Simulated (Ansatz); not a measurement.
# vacancy in Ru(0001), 2x2: scattering by a point defect, part 2 of 3

How strong a scatterer is vacancy in Ru(0001), 2x2, and does relaxation matter?

Ansatz 0.2.0; Ansatz plane-wave DFT, PBE, PAW files; ballistic transport by layer matching (Landauer), zero bias; PAW set soft_1 (the session's first sound run).

So far, resistivity per at.% scaled from this dense plane, with the factor 3/4 for isotropic scattering (µΩ cm): step 3 (resistance at ideal sites) 5.80.

**4. Relaxing the neighbours**

The neighbours of the defect are let go while the lead's layers stay on their sites, since a lead must repeat to 0.01 Å.

This step: Ansatz plane-wave DFT, PBE, PAW files; relaxation with the lead's layers held; PAW set soft_1 (Ansatz 0.2.0).

Input file input.yaml:

```yaml
crystal:
  lattice:
    - [5.4116, 0.0, 0.0]
    - [-2.7058, 4.6865830751, 0.0]
    - [0.0, 0.0, 34.2552]
  atoms:
    - { symbol: Ru, position: [0.1666666667, 0.3333333333, 0.03125] }
    - { symbol: Ru, position: [0.1666666667, 0.8333333333, 0.03125] }
    - { symbol: Ru, position: [0.6666666667, 0.3333333333, 0.03125] }
    - { symbol: Ru, position: [0.6666666667, 0.8333333333, 0.03125] }
    - { symbol: Ru, position: [0.3333333333, 0.1666666667, 0.09375] }
    - { symbol: Ru, position: [0.3333333333, 0.6666666667, 0.09375] }
    - { symbol: Ru, position: [0.8333333333, 0.1666666667, 0.09375] }
    - { symbol: Ru, position: [0.8333333333, 0.6666666667, 0.09375] }
    - { symbol: Ru, position: [0.1666666667, 0.3333333333, 0.15625] }
    - { symbol: Ru, position: [0.1666666667, 0.8333333333, 0.15625] }
    - { symbol: Ru, position: [0.6666666667, 0.3333333333, 0.15625] }
    - { symbol: Ru, position: [0.6666666667, 0.8333333333, 0.15625] }
    - { symbol: Ru, position: [0.3333333333, 0.1666666667, 0.21875] }
    - { symbol: Ru, position: [0.3333333333, 0.6666666667, 0.21875] }
    - { symbol: Ru, position: [0.8333333333, 0.1666666667, 0.21875] }
    - { symbol: Ru, position: [0.8333333333, 0.6666666667, 0.21875] }
    - { symbol: Ru, position: [0.1666666667, 0.3333333333, 0.28125] }
    - { symbol: Ru, position: [0.1666666667, 0.8333333333, 0.28125] }
    - { symbol: Ru, position: [0.6666666667, 0.3333333333, 0.28125] }
    - { symbol: Ru, position: [0.6666666667, 0.8333333333, 0.28125] }
    - { symbol: Ru, position: [0.3333333333, 0.1666666667, 0.34375] }
    - { symbol: Ru, position: [0.3333333333, 0.6666666667, 0.34375] }
    - { symbol: Ru, position: [0.8333333333, 0.1666666667, 0.34375] }
    - { symbol: Ru, position: [0.8333333333, 0.6666666667, 0.34375] }
    - { symbol: Ru, position: [0.1666666667, 0.3333333333, 0.40625] }
    - { symbol: Ru, position: [0.1666666667, 0.8333333333, 0.40625] }
    - { symbol: Ru, position: [0.6666666667, 0.3333333333, 0.40625] }
    - { symbol: Ru, position: [0.6666666667, 0.8333333333, 0.40625] }
    - { symbol: Ru, position: [0.3333333333, 0.1666666667, 0.46875] }
    - { symbol: Ru, position: [0.3333333333, 0.6666666667, 0.46875] }
    - { symbol: Ru, position: [0.8333333333, 0.1666666667, 0.46875] }
    - { symbol: Ru, position: [0.8333333333, 0.6666666667, 0.46875] }
    - { symbol: Ru, position: [0.1666666667, 0.8333333333, 0.53125] }
    - { symbol: Ru, position: [0.6666666667, 0.3333333333, 0.53125] }
    - { symbol: Ru, position: [0.6666666667, 0.8333333333, 0.53125] }
    - { symbol: Ru, position: [0.3333333333, 0.1666666667, 0.59375] }
    - { symbol: Ru, position: [0.3333333333, 0.6666666667, 0.59375] }
    - { symbol: Ru, position: [0.8333333333, 0.1666666667, 0.59375] }
    - { symbol: Ru, position: [0.8333333333, 0.6666666667, 0.59375] }
    - { symbol: Ru, position: [0.1666666667, 0.3333333333, 0.65625] }
    - { symbol: Ru, position: [0.1666666667, 0.8333333333, 0.65625] }
    - { symbol: Ru, position: [0.6666666667, 0.3333333333, 0.65625] }
    - { symbol: Ru, position: [0.6666666667, 0.8333333333, 0.65625] }
    - { symbol: Ru, position: [0.3333333333, 0.1666666667, 0.71875] }
    - { symbol: Ru, position: [0.3333333333, 0.6666666667, 0.71875] }
    - { symbol: Ru, position: [0.8333333333, 0.1666666667, 0.71875] }
    - { symbol: Ru, position: [0.8333333333, 0.6666666667, 0.71875] }
    - { symbol: Ru, position: [0.1666666667, 0.3333333333, 0.78125] }
    - { symbol: Ru, position: [0.1666666667, 0.8333333333, 0.78125] }
    - { symbol: Ru, position: [0.6666666667, 0.3333333333, 0.78125] }
    - { symbol: Ru, position: [0.6666666667, 0.8333333333, 0.78125] }
    - { symbol: Ru, position: [0.3333333333, 0.1666666667, 0.84375] }
    - { symbol: Ru, position: [0.3333333333, 0.6666666667, 0.84375] }
    - { symbol: Ru, position: [0.8333333333, 0.1666666667, 0.84375] }
    - { symbol: Ru, position: [0.8333333333, 0.6666666667, 0.84375] }
    - { symbol: Ru, position: [0.1666666667, 0.3333333333, 0.90625] }
    - { symbol: Ru, position: [0.1666666667, 0.8333333333, 0.90625] }
    - { symbol: Ru, position: [0.6666666667, 0.3333333333, 0.90625] }
    - { symbol: Ru, position: [0.6666666667, 0.8333333333, 0.90625] }
    - { symbol: Ru, position: [0.3333333333, 0.1666666667, 0.96875] }
    - { symbol: Ru, position: [0.3333333333, 0.6666666667, 0.96875] }
    - { symbol: Ru, position: [0.8333333333, 0.1666666667, 0.96875] }
    - { symbol: Ru, position: [0.8333333333, 0.6666666667, 0.96875] }
kpoints:
  mp_grid: { grid: [5, 5, 1] }
hamiltonian:
  xc: pbe
  pseudopotentials: { kind: paw, azcp: { folder: soft_1 } }
scf:
  occupations: { method: fermi_dirac, width: 0.1 }
relax:
  f_tol: 0.03
  max_steps: 40
  constraints:
    - { sites: [0, 1, 2, 3, 4, 5, 6, 7, 8, 9, 10, 11, 12, 13, 14, 15, 16, 17, 18, 19, 43, 44, 45, 46, 47, 48, 49, 50, 51, 52, 53, 54, 55, 56, 57, 58, 59, 60, 61, 62] }
```

Run with:

```sh
$ ansatz run input.yaml --threads 4 --pin off --max-ram 15360MiB --backend cpu --events-out ev --progress --plain --runs-dir out
```

Numbers of over 12 decimals in the logs are rounded to 6 here.

What it wrote:

```text
Warning: crystal.symmetry: narrowed to the stabiliser of the relax constraints — unitary ops 12 → 6; lowered at sites 20, 21, 22, 23, 43, 44, 45, 46 (the operations that carried what is held of a site onto what its image site leaves free; the constrained walk keeps no symmetry that its constraints do not admit)
[...]
Crystal: 63 atoms, lattice volume = 868.777 Å³
Basis set: ecut = 420 eV, 16909 PW (Γ), exchange–correlation on 80×80×480 points (8 copies of the dense FFT grid, shifted against one another)
Bands: 605, of which v1, the nominal top of the filled ones, is band 504 counted from 1 (503 counted from 0)
Symmetry: 6 space group operations
k-points: 5 of 25 (time reversal used)
[...]
SCF iter   1: F=—  HF=-370396.365783 eV  |F-HF|=—  |Δ(HF+E_count)|=         —  Δρ=1.20e-1  dr2=1.24e2  ethr=3.10e-3  ⟨swp⟩=5.2  Hψ=9981  notcnv=0  defer=2
[...]
SCF iter   8: F=-370357.680820 eV  HF=-370357.680825 eV  |F-HF|=4.66e-6  |Δ(HF+E_count)|=   4.36e-6  Δρ=1.78e-5  dr2=1.03e-5  ethr=2.23e-9  ⟨swp⟩=4.0  Hψ=7797  notcnv=0
SCF 1 converged in 8 iterations: F = -370357.680820 eV  dr2 = 1.03e-5
[...]
relax step   1: F+E_penalty+E_count = -370357.68082037 eV  Δ(F+E_penalty+E_count) = +0.000e0 eV  max|allowed force component| = 5.358e-1 eV/Å  Δτ_max = 0.0000 Å  (8 SCF iters, dr2 threshold 2.25e-5 eV, accepted)
[...]
iter 1 solved again at ethr=9.69e-5 eV; its pass at ethr=3.10e-3 eV (dr2=9.77e-1 eV) is discarded
[...]
SCF iter   6: F=-370357.778482 eV  HF=-370357.778485 eV  |F-HF|=3.13e-6  |Δ(HF+E_count)|=   3.70e-6  Δρ=8.82e-6  dr2=3.64e-6  ethr=1.78e-9  ⟨swp⟩=3.0  Hψ=8778  notcnv=0
SCF 2 converged in 6 iterations: F = -370357.778482 eV  dr2 = 3.64e-6
[...]
relax step   2: F+E_penalty+E_count = -370357.77848170 eV  Δ(F+E_penalty+E_count) = -9.766e-2 eV  max|allowed force component| = 1.930e-1 eV/Å  Δτ_max = 0.0619 Å  (6 SCF iters, dr2 threshold 1.79e-5 eV, accepted)
SCF iter   1: F=—  HF=-370357.792166 eV  |F-HF|=—  |Δ(HF+E_count)|=         —  Δρ=1.59e-3  dr2=2.32e-1  ethr=9.78e-5  ⟨swp⟩=5.0  Hψ=6839  notcnv=0  defer=7
[...]
SCF iter   6: F=-370357.789865 eV  HF=-370357.789866 eV  |F-HF|=1.18e-6  |Δ(HF+E_count)|=   9.42e-7  Δρ=3.12e-6  dr2=1.23e-6  ethr=2.31e-10  ⟨swp⟩=3.0  Hψ=10454  notcnv=0
SCF 3 converged in 6 iterations: F = -370357.789865 eV  dr2 = 1.23e-6
relax step   3: F+E_penalty+E_count = -370357.78986464 eV  Δ(F+E_penalty+E_count) = -1.138e-2 eV  max|allowed force component| = 5.981e-2 eV/Å  Δτ_max = 0.0252 Å  (6 SCF iters, dr2 threshold 2.33e-6 eV, accepted)
SCF iter   1: F=—  HF=-370357.788514 eV  |F-HF|=—  |Δ(HF+E_count)|=         —  Δρ=1.57e-4  dr2=1.08e-3  ethr=3.33e-6  ⟨swp⟩=4.0  Hψ=6103  notcnv=0  defer=9
[...]
SCF iter   6: F=-370357.790176 eV  HF=-370357.790176 eV  |F-HF|=1.04e-8  |Δ(HF+E_count)|=   9.49e-9  Δρ=3.96e-7  dr2=1.14e-8  ethr=9.92e-12  ⟨swp⟩=3.0  Hψ=7975  notcnv=0
SCF 4 converged in 6 iterations: F = -370357.790176 eV  dr2 = 1.14e-8
relax step   4: F+E_penalty+E_count = -370357.79017587 eV  Δ(F+E_penalty+E_count) = -3.112e-4 eV  max|allowed force component| = 1.198e-2 eV/Å  Δτ_max = 0.0040 Å  (6 SCF iters, accepted)
SCF converged after 6 iterations
Free energy (F): -370357.790176 eV
[...]
Internal energy: -370355.681898 eV  (E = F + TS)
E sigma→0 (E₀):  -370356.736037 eV
Entropy (-TS):   -2.108278 eV (-33.465 meV/atom)
Fermi energy:    22.907308 eV
[...]
--- Forces (eV/Å), atoms counted from 1 ---
  atom   1  Ru     0.00000000     0.00000000     0.00092148
  atom   2  Ru     0.00105548     0.00060938    -0.00283857
  atom   3  Ru     0.00000000    -0.00121876    -0.00283857
  atom   4  Ru    -0.00105548     0.00060938    -0.00283857
  atom   5  Ru     0.00426448    -0.00246210    -0.00918618
  atom   6  Ru     0.00000000     0.00492419    -0.00918618
  atom   7  Ru    -0.00426448    -0.00246210    -0.00918618
  atom   8  Ru     0.00000000    -0.00000000     0.02051215
  atom   9  Ru     0.00000000     0.00000000     0.06836509
  atom  10  Ru    -0.00557680    -0.00321977    -0.00613645
  atom  11  Ru     0.00000000     0.00643954    -0.00613645
  atom  12  Ru     0.00557680    -0.00321977    -0.00613645
  atom  13  Ru     0.01137167    -0.00656544    -0.00654154
  atom  14  Ru    -0.00000000     0.01313088    -0.00654154
  atom  15  Ru    -0.01137167    -0.00656544    -0.00654154
  atom  16  Ru     0.00000000    -0.00000000     0.08266282
  atom  17  Ru     0.00000000     0.00000000     0.24520617
  atom  18  Ru    -0.01483081    -0.00856257     0.10829368
  atom  19  Ru     0.00000000     0.01712515     0.10829368
  atom  20  Ru     0.01483081    -0.00856257     0.10829368
  atom  21  Ru    -0.00112977     0.00065227     0.00268488
  atom  22  Ru     0.00000000    -0.00130454     0.00268488
  atom  23  Ru     0.00112977     0.00065227     0.00268488
  atom  24  Ru     0.00000000    -0.00000000    -0.00547532
  atom  25  Ru     0.00000000     0.00000000    -0.00837298
  atom  26  Ru     0.00257133     0.00148456     0.00369756
  atom  27  Ru    -0.00000000    -0.00296912     0.00369756
  atom  28  Ru    -0.00257133     0.00148456     0.00369756
  atom  29  Ru     0.00057199    -0.00033024     0.00389207
  atom  30  Ru    -0.00000000     0.00066048     0.00389207
  atom  31  Ru    -0.00057199    -0.00033024     0.00389207
  atom  32  Ru     0.00000000    -0.00000000    -0.00448905
  atom  33  Ru     0.00136683     0.00078914    -0.00148745
  atom  34  Ru     0.00000000    -0.00157828    -0.00148745
  atom  35  Ru    -0.00136683     0.00078914    -0.00148745
  atom  36  Ru     0.00005375    -0.00003103    -0.00690291
  atom  37  Ru     0.00000000     0.00006207    -0.00690291
  atom  38  Ru    -0.00005375    -0.00003103    -0.00690291
  atom  39  Ru     0.00000000    -0.00000000     0.00619229
  atom  40  Ru     0.00000000     0.00000000     0.01198480
[...]
atom  52  Ru     0.01128193    -0.00651363     0.02628239
  atom  53  Ru     0.00000000     0.01302725     0.02628239
  atom  54  Ru    -0.01128193    -0.00651363     0.02628239
  atom  55  Ru    -0.00000000    -0.00000000    -0.03621771
  atom  56  Ru    -0.00000000     0.00000000    -0.04530575
  atom  57  Ru    -0.00590863    -0.00341135     0.00711266
  atom  58  Ru     0.00000000     0.00682269     0.00711266
  atom  59  Ru     0.00590863    -0.00341135     0.00711266
  atom  60  Ru     0.00367714    -0.00212300     0.00412952
  atom  61  Ru     0.00000000     0.00424599     0.00412952
  atom  62  Ru    -0.00367714    -0.00212300     0.00412952
  atom  63  Ru     0.00000000    -0.00000000    -0.00926738
  max |Σ_I F_I| component: 2.75e-5 eV/Å
--- Relaxed structure (4 steps of the walk, 4 accepted, 0 SCFs on fresh bases) ---
  F+E_penalty+E_count = -370357.79017587 eV   max|allowed force component| = 1.198e-2 eV/Å
  atoms:
    - { symbol: Ru, position: [0.166667, 0.333333, 0.03125] }
    - { symbol: Ru, position: [0.166667, 0.833333, 0.03125] }
    - { symbol: Ru, position: [0.666667, 0.333333, 0.03125] }
    - { symbol: Ru, position: [0.666667, 0.833333, 0.03125] }
    - { symbol: Ru, position: [0.333333, 0.166667, 0.093750] }
    - { symbol: Ru, position: [0.333333, 0.666667, 0.093750] }
    - { symbol: Ru, position: [0.833333, 0.166667, 0.093750] }
    - { symbol: Ru, position: [0.833333, 0.666667, 0.093750] }
    - { symbol: Ru, position: [0.166667, 0.333333, 0.15625] }
    - { symbol: Ru, position: [0.166667, 0.833333, 0.15625] }
    - { symbol: Ru, position: [0.666667, 0.333333, 0.15625] }
    - { symbol: Ru, position: [0.666667, 0.833333, 0.15625] }
    - { symbol: Ru, position: [0.333333, 0.166667, 0.218750] }
    - { symbol: Ru, position: [0.333333, 0.666667, 0.218750] }
    - { symbol: Ru, position: [0.833333, 0.166667, 0.218750] }
    - { symbol: Ru, position: [0.833333, 0.666667, 0.218750] }
    - { symbol: Ru, position: [0.166667, 0.333333, 0.28125] }
    - { symbol: Ru, position: [0.166667, 0.833333, 0.28125] }
    - { symbol: Ru, position: [0.666667, 0.333333, 0.28125] }
    - { symbol: Ru, position: [0.666667, 0.833333, 0.28125] }
    - { symbol: Ru, position: [0.333102, 0.166898, 0.344039] }
    - { symbol: Ru, position: [0.333102, 0.666204, 0.344039] }
    - { symbol: Ru, position: [0.833796, 0.166898, 0.344039] }
    - { symbol: Ru, position: [0.833333, 0.666667, 0.344947] }
    - { symbol: Ru, position: [0.166667, 0.333333, 0.406881] }
    - { symbol: Ru, position: [0.168063, 0.834032, 0.407266] }
    - { symbol: Ru, position: [0.665968, 0.331937, 0.407266] }
    - { symbol: Ru, position: [0.665968, 0.834032, 0.407266] }
    - { symbol: Ru, position: [0.328838, 0.171162, 0.469826] }
    - { symbol: Ru, position: [0.328838, 0.657676, 0.469826] }
    - { symbol: Ru, position: [0.842324, 0.171162, 0.469826] }
    - { symbol: Ru, position: [0.833333, 0.666667, 0.470069] }
    - { symbol: Ru, position: [0.168117, 0.834058, 0.531473] }
    - { symbol: Ru, position: [0.665942, 0.331883, 0.531473] }
    - { symbol: Ru, position: [0.665942, 0.834058, 0.531473] }
    - { symbol: Ru, position: [0.328854, 0.171146, 0.593107] }
    - { symbol: Ru, position: [0.328854, 0.657708, 0.593107] }
    - { symbol: Ru, position: [0.842292, 0.171146, 0.593107] }
    - { symbol: Ru, position: [0.833333, 0.666667, 0.592876] }
    - { symbol: Ru, position: [0.166667, 0.333333, 0.656004] }
[...]
- { symbol: Ru, position: [0.333333, 0.166667, 0.84375] }
    - { symbol: Ru, position: [0.333333, 0.666667, 0.84375] }
    - { symbol: Ru, position: [0.833333, 0.166667, 0.84375] }
    - { symbol: Ru, position: [0.833333, 0.666667, 0.84375] }
    - { symbol: Ru, position: [0.166667, 0.333333, 0.906250] }
    - { symbol: Ru, position: [0.166667, 0.833333, 0.906250] }
    - { symbol: Ru, position: [0.666667, 0.333333, 0.906250] }
    - { symbol: Ru, position: [0.666667, 0.833333, 0.906250] }
    - { symbol: Ru, position: [0.333333, 0.166667, 0.96875] }
    - { symbol: Ru, position: [0.333333, 0.666667, 0.96875] }
    - { symbol: Ru, position: [0.833333, 0.166667, 0.96875] }
    - { symbol: Ru, position: [0.833333, 0.666667, 0.96875] }
```

The job ended after 8.8 min (4 threads of Arm Neoverse V1, shared host; peak memory 8.2 GiB; 35 min of CPU time).

Step by step:

```tsv
step	energy less that of the first step (eV)	largest force component (eV/Å)
1	0.0000	0.5358
2	-0.0977	0.1930
3	-0.1090	0.0598
4	-0.1094	0.0120
```

The atoms that moved most (Å):

```tsv
atom	dx	dy	dz	length
Ru31	0.036	0.021	0.037	0.056
Ru29	-0.036	0.021	0.037	0.056
Ru30	0.000	-0.042	0.037	0.056
Ru38	0.036	0.021	-0.022	0.047
Ru36	-0.036	0.021	-0.022	0.047
Ru37	0.000	-0.042	-0.022	0.047
Ru32	0.000	0.000	0.045	0.045
Ru24	0.000	0.000	0.041	0.041
```

This step gave:

| Property | Result |
| --- | --- |
| free energy | -370357.7902 eV |
| energy at zero smearing | -370356.7360 eV |

The largest force component on a free atom ends at 0.012 eV/Å, under the tolerance of 0.03, after 4 steps.

(Continued in part 3 of 3.)

[Logs are printed without paths, hosts, clocks, repeated set-up lines and the standing remarks that a program may print on its own settings, such as how far it seeks lower states.]

[Hosts, paths, dates, database ids (printed as entryN), source tags and the programs' standing remarks are cut or masked in the printed files.]
